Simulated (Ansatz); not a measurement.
Planning a run of Ansatz 0.2.0 on GeSb4Te7 (P-3m1). The input:

```yaml
crystal:
  lattice:
    - [4.2464072558, 0.0, 0.0]
    - [-2.1232036279, 3.6774965583, 0.0]
    - [0.0, 0.0, 24.3914006655]
  atoms:
    - { symbol: Ge, position: [0.0, 0.0, 0.5] }
    - { symbol: Sb, position: [0.6666666667, 0.3333333333, 0.9187950871] }
    - { symbol: Sb, position: [0.3333333333, 0.6666666667, 0.3487185384] }
    - { symbol: Sb, position: [0.3333333333, 0.6666666667, 0.0812049129] }
    - { symbol: Sb, position: [0.6666666667, 0.3333333333, 0.6512814616] }
    - { symbol: Te, position: [0.3333333333, 0.6666666667, 0.8489039437] }
    - { symbol: Te, position: [0.6666666667, 0.3333333333, 0.1510960563] }
    - { symbol: Te, position: [0.0, 0.0, 0.7207162218] }
    - { symbol: Te, position: [0.6666666667, 0.3333333333, 0.4310805207] }
    - { symbol: Te, position: [0.3333333333, 0.6666666667, 0.5689194793] }
    - { symbol: Te, position: [0.0, 0.0, 0.0] }
    - { symbol: Te, position: [0.0, 0.0, 0.2792837782] }
kpoints:
  mp_grid: { grid: [6, 6, 2] }
hamiltonian:
  xc: pbe
  pseudopotentials: { kind: paw, azcp: { folder: soft_1 } }
scf:
  occupations: { method: fermi_dirac, width: 0.02 }
relax:
  f_tol: 0.01
```

```sh
ansatz run input.yaml --threads 2 --pin off --max-ram 92160MiB --backend cuda --events-out ev --progress --plain --runs-dir out --devices 1 --max-vram 13GiB
```

Q: Estimate wall time and host memory on 1 × NVIDIA H100 80GB HBM3 (shared by 6 runs) with 2 threads of AMD EPYC 7R13 (Zen 3), shared host.

It took 17 s; on shared hardware allow 8.4 s to 34 s. Peak host memory was 1.0 GiB. The sizes that set the cost: 7407 plane waves a state, 14 irreducible k points and 33 SCF cycles.

[Paths, hosts, dates, memory and timing lines, banners, echoed tables and standing remarks are left out of the program output.]

[Logs are printed without paths, hosts, clocks, repeated set-up lines and the standing remarks that a program may print on its own settings, such as how far it seeks lower states.]

[Runs of the session that timed out or met a known fault of the program may be left out.]

[Cells called generated may have been cut or substituted from an entry of the Crystallography Open Database or the Materials Project.]

[Hosts, paths, dates, database ids (printed as entryN), source tags and the programs' standing remarks are cut or masked in the printed files.]
